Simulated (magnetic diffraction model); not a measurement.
# Magnetic neutron pattern of BaCeCu

Space group C2/m (no. 12), a = 11.8770 Å, b = 4.9410 Å, c = 8.2440 Å, β = 131.94°.

| site | atom | x | y | z |
| --- | --- | --- | --- | --- |
| 4i | Ce | 0.3226 | 1/2 | 0.8847 |
| 4i | Ba | 0.0462 | 1/2 | 0.3069 |
| 4i | Cu | 0.1577 | 0 | 0.7071 |

This is a made-up structure (elements placed in a structure type, unrelaxed), so the numbers test the method and describe no known phase.

Only Ce is taken to order (form factors of Ce3+); orders and moment sizes are assumed, and not adapted to the symmetry. Radiation: neutrons of λ = 4.2 Å, 1.5° to 100°; isotropic B of 0.64 Å² (Ce), 0.52 Å² (Ba) and 0.62 Å² (Cu). The intensities are simulated: I ∝ L Σ (|F_N|² + |F_M⊥|²) for unpolarised neutrons, with F_M = 2.695 fm/μB × Σ f(s) S exp(2πi Q·r) exp(−B s²) at Q = H ± k (one set where k and −k are equivalent), only the part normal to Q counting and L = 1/(sin²θ cos θ). For a modulated order the moment at position r is S exp(−2πi k·r) + c.c., with S = m/2 for a sine wave of amplitude m and S = m(u + iv)/2 for moments turning in a plane, u and v being orthogonal unit vectors in it; the phase factor of the sum at Q = H + k is then exp(2πi H·r). Form factors are spin-only for 3d ions and dipole or tabulated for f ions, scattering lengths are Sears's of 1992, and absorption is left out. A label names one of the reflections at its angle. The strongest nuclear line in the range is 100, and lines under 0.2 are left out.

Assume the order k = (0 0 1/4), a sine wave with moments along [010] (amplitudes given), 2 μB on Ce; signs + at (0.3226, 1/2, 0.8847), + at (0.6774, 1/2, 0.1153).

Q: Where does magnetic intensity appear, and how strong is it?

```csv
2θ (°),index,nuclear,magnetic
9.82,(0 0 1/4),0.0,159.8
29.77,(0 0 3/4),0.0,9.9
41.52,(2 0 -1),28.3,0.0
50.05,(2 0 -1/4),0.0,2.5
50.69,(0 0 5/4),0.0,3.6
53.75,(2 0 -7/4),0.0,2.9
55.56,(1 1 -1/4),0.0,0.4
56.15,(1 1 -3/4),0.0,1.7
56.77,(2 0 0),2.6,0.0
58.28,(1 1 0),3.4,0.0
59.42,(1 1 -1),9.6,0.0
61.30,(2 0 -2),15.6,0.0
62.83,(1 1 1/4),0.0,0.6
64.45,(1 1 -5/4),0.0,2.6
64.88,(2 0 1/4),0.0,1.6
70.13,(2 0 -9/4),0.0,1.8
76.67,(1 1 3/4),0.0,0.2
79.15,(1 1 -7/4),0.0,3.0
84.86,(2 0 3/4),0.0,2.7
85.78,(1 1 1),43.6,0.0
85.91,(3 1 -5/4),0.0,2.5
86.46,(0 0 2),44.6,0.0
87.37,(3 1 -7/4),0.0,0.3
87.71,(3 1 -1),31.6,0.0
88.69,(1 1 -2),70.5,0.0
90.17,(4 0 -7/4),0.0,2.5
90.30,(4 0 -2),26.6,0.0
90.62,(3 1 -2),100.0,0.0
91.18,(3 1 -3/4),0.0,2.5
91.65,(2 0 -11/4),0.0,2.5
92.11,(4 0 -9/4),0.0,2.5
94.96,(4 0 -5/4),0.0,1.7
95.55,(3 1 -9/4),0.0,0.3
96.48,(1 1 5/4),0.0,0.2
97.00,(2 0 1),0.6,0.0
99.91,(1 1 -9/4),0.0,2.8
99.91,(4 0 -1),17.4,0.0
```

The strongest magnetic line in the range is (0 0 1/4) at 9.82° (159.8). On top of the Lorentz factor, which all lines share, magnetic lines fade with angle because f falls: for Ce3+ it is 0.96, 0.86, 0.71 and 0.43 at sin θ/λ = 0.1, 0.2, 0.3 and 0.5 Å⁻¹, while nuclear lengths stay constant. The order has no net moment.

[Logs are printed without paths, hosts, clocks, repeated set-up lines and the standing remarks that a program may print on its own settings, such as how far it seeks lower states.]
